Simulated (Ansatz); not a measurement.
# Cu wire along [110], 19 atoms a period: bands along the axis, part 2 of 2

Wanted: the relaxed geometry and the bands of the Cu wire along [110], 19 atoms a period.

Ansatz 0.2.0; DFT PBE, plane waves, PAW; relaxation of a wire's period; PAW set soft_1 (the session's first sound run).

So far: Starting point; The relaxed wire.

## (2) The relaxed wire (continued)

Step by step:

```tsv
step	energy less that of the first step (eV)	largest force component (eV/Å)	pressure (GPa)	volume (Å³)
1	0.0000	0.5192	-1.90	615.93
2	-0.1863	0.3005	-0.94	610.05
3	-0.2623	0.0641	0.20	602.66
4	-0.2648	0.0260	-0.06	602.85
5	-0.2654	0.0011	0.00	602.66
6*	-0.2608	0.0011	0.01	602.66
```

Relaxation steps marked * repeat the geometry before them on a plane-wave basis chosen anew for their cell, so energy and pressure can jump there.

The run keeps the 8 symmetry operations that it works with, so distortions that break them were not tested.

```tsv
cell as run	before	after	change
c (Å)	2.567	2.511	-2.2 %
```

The atoms that moved most (Å, along periodic axes as changes of fractional coordinates times the final cell, across vacuum about the mean position):

```tsv
atom	dx	dy	dz	length
Cu18	0.000	-0.163	0.000	0.163
Cu4	0.000	0.163	0.000	0.163
Cu6	-0.053	0.044	0.000	0.069
Cu1	0.053	0.044	0.000	0.069
Cu19	-0.053	-0.044	0.000	0.069
Cu16	0.053	-0.044	0.000	0.069
Cu3	0.000	0.050	0.000	0.050
Cu17	0.000	-0.050	0.000	0.050
```

This step gave:

- energy at zero smearing: -125870.3144 eV
- cell length along the wire: 2.511 Å

The cell's length comes to 2.511 Å with spin left out.

## (3) The wire at its relaxed period

This step: DFT PBE, plane waves, PAW; bands of a perfect wire; PAW set soft_1 (Ansatz 0.2.0).

At the relaxed period the bands are computed along the axis; those that cross an energy going forward count the channels that a perfect wire would open there.

The input, input.yaml:

```yaml
crystal:
  lattice:
    - [14.06, 0.0, 0.0]
    - [0.0, 17.067, 0.0]
    - [0.0, 0.0, 2.5114772397]
  atoms:
    - { symbol: Cu, position: [0.245591863, 0.352191594, 0.0] }
    - { symbol: Cu, position: [0.24029354, 0.5, 0.0] }
    - { symbol: Cu, position: [0.5, 0.352509634, 0.0] }
    - { symbol: Cu, position: [0.5, 0.208735212, 0.0] }
    - { symbol: Cu, position: [0.5, 0.5, 0.0] }
    - { symbol: Cu, position: [0.754408137, 0.352191594, 0.0] }
    - { symbol: Cu, position: [0.75970646, 0.5, 0.0] }
    - { symbol: Cu, position: [0.368977748, 0.276104768, 0.5] }
    - { symbol: Cu, position: [0.368898098, 0.426159312, 0.5] }
    - { symbol: Cu, position: [0.368898098, 0.573840688, 0.5] }
    - { symbol: Cu, position: [0.368977748, 0.723895232, 0.5] }
    - { symbol: Cu, position: [0.631022252, 0.276104768, 0.5] }
    - { symbol: Cu, position: [0.631101902, 0.426159312, 0.5] }
    - { symbol: Cu, position: [0.631101902, 0.573840688, 0.5] }
    - { symbol: Cu, position: [0.631022252, 0.723895232, 0.5] }
    - { symbol: Cu, position: [0.245591863, 0.647808406, 0.0] }
    - { symbol: Cu, position: [0.5, 0.647490366, 0.0] }
    - { symbol: Cu, position: [0.5, 0.791264788, 0.0] }
    - { symbol: Cu, position: [0.754408137, 0.647808406, 0.0] }
kpoints:
  mp_grid: { grid: [1, 1, 32] }
  band_path: { path: ["Γ", Z], npoints: 90 }
scf:
  occupations: { method: fermi_dirac, width: 0.05 }
hamiltonian:
  xc: pbe
  pseudopotentials: { kind: paw, azcp: { folder: soft_1 } }
output:
  dos: { e_range: [-5, 4] }
  write_potential: true
  write_density: true
  volumetric_format: npy
```

Command:

```console
> ansatz run input.yaml --threads 4 --pin off --max-ram 16384MiB --backend cpu --events-out ev --progress --plain --runs-dir out
```

Numbers of over 12 decimals in the logs are rounded to 6 here.

Output:

```text
[...]
Crystal: 19 atoms, lattice volume = 602.659 Å³
Basis set: ecut = 420 eV, 11755 PW (Γ)
Bands: 217, of which v1, the nominal top of the filled ones, is band 181 counted from 1 (180 counted from 0)
Symmetry: 8 space group operations
[...]
k-points: 17 of 32
[...]
SCF iter   1: F=—  HF=-125884.627714 eV  |F-HF|=—  |Δ(HF+E_count)|=         —  Δρ=1.46e-1  dr2=7.93e1  ethr=3.10e-3  ⟨swp⟩=6.5  Hψ=14649  notcnv=0  defer=183
[...]
SCF iter  15: F=-125870.344283 eV  HF=-125870.344283 eV  |F-HF|=4.07e-8  |Δ(HF+E_count)|=   3.13e-8  Δρ=1.91e-6  dr2=2.39e-8  ethr=2.77e-11  ⟨swp⟩=12.5  Hψ=14452  notcnv=0
SCF 1 converged in 15 iterations: F = -125870.344283 eV  dr2 = 2.39e-8
[...]
NSCF: frozen V_eff on 91 k-points
WARN: The output density's exchange-correlation potential varies sharply where the density is thin. Do not read a vacuum level from v_tot or v_xc, or from such a field of the output density. On a cell that repeats whose density bears no net charge and no dipole along the vacuum's axis use v_es (v_loc + v_h of the components); under efield.dipole_correction with no amplitude use v_es + v_field, which holds any externa [...]
SCF converged after 15 iterations
Free energy (F): -125870.344283 eV
[...]
Internal energy: -125870.284533 eV  (E = F + TS)
E sigma→0 (E₀):  -125870.314408 eV
Entropy (-TS):   -0.059750 eV (-3.145 meV/atom)
Fermi energy:    3.358364 eV
[...]
--- Band table (eV; the first three rows and the last of 17) ---
  k-point 0: bands = [... 177 lower, 1.9446, 2.0168, 2.0226, 2.0346, 2.1794, 2.1844, 2.9565, 3.1567, ... 32 higher]
  k-point 1: bands = [... 177 lower, 1.9359, 1.9861, 2.0090, 2.0689, 2.2358, 2.2361, 2.9912, 3.1925, ... 32 higher]
  k-point 2: bands = [... 177 lower, 1.9300, 1.9563, 1.9660, 2.1719, 2.3439, 2.3636, 3.0910, 3.2940, ... 32 higher]
  k-point 16: bands = [... 177 lower, 3.8875, 4.3705, 4.5931, 4.5960, 4.8352, 4.8905, 5.3020, 5.7060, ... 32 higher]
```

Run time: 7.5 min. Hardware: 4 threads of Arm Neoverse N1, shared host; peak memory 6.1 GiB; 30 min of CPU time.

Numbers from this step:

```yaml
band_gap: 0 eV
```

Electronic bands along the path, in eV, zero at the Fermi level; # counts the bands kept:

```tsv
point	#63	#64	#65	#66	#67	#68	#69	#70
Γ	-1.41	-1.34	-1.34	-1.32	-1.18	-1.17	-0.40	-0.20
halfway	-1.20	-0.80	-0.43	-0.01	0.02	0.37	1.17	1.38
Z	0.53	1.01	1.23	1.24	1.48	1.53	1.94	2.35
```

Between Γ and Z the bands cross the Fermi level 13 times, so a perfect wire would conduct at least 13 G₀, with spin left out.

## (4) Results

| Item | Value |
| --- | --- |
| cell length, PBE | 2.511 Å |
| ballistic conductance by band crossings, a lower bound, PBE | 13 G₀ |

What this shows: Under PBE the cell's length is 2.51 Å, and the bands cross the Fermi level 13 times between Γ and Z, which gives a perfect wire at least 13 G₀ (opposite crossings within one step of the path cancel in such a count).

[Logs are printed without paths, hosts, clocks, repeated set-up lines and the standing remarks that a program may print on its own settings, such as how far it seeks lower states.]

[Hosts, paths, dates, database ids (printed as entryN), source tags and the programs' standing remarks are cut or masked in the printed files.]
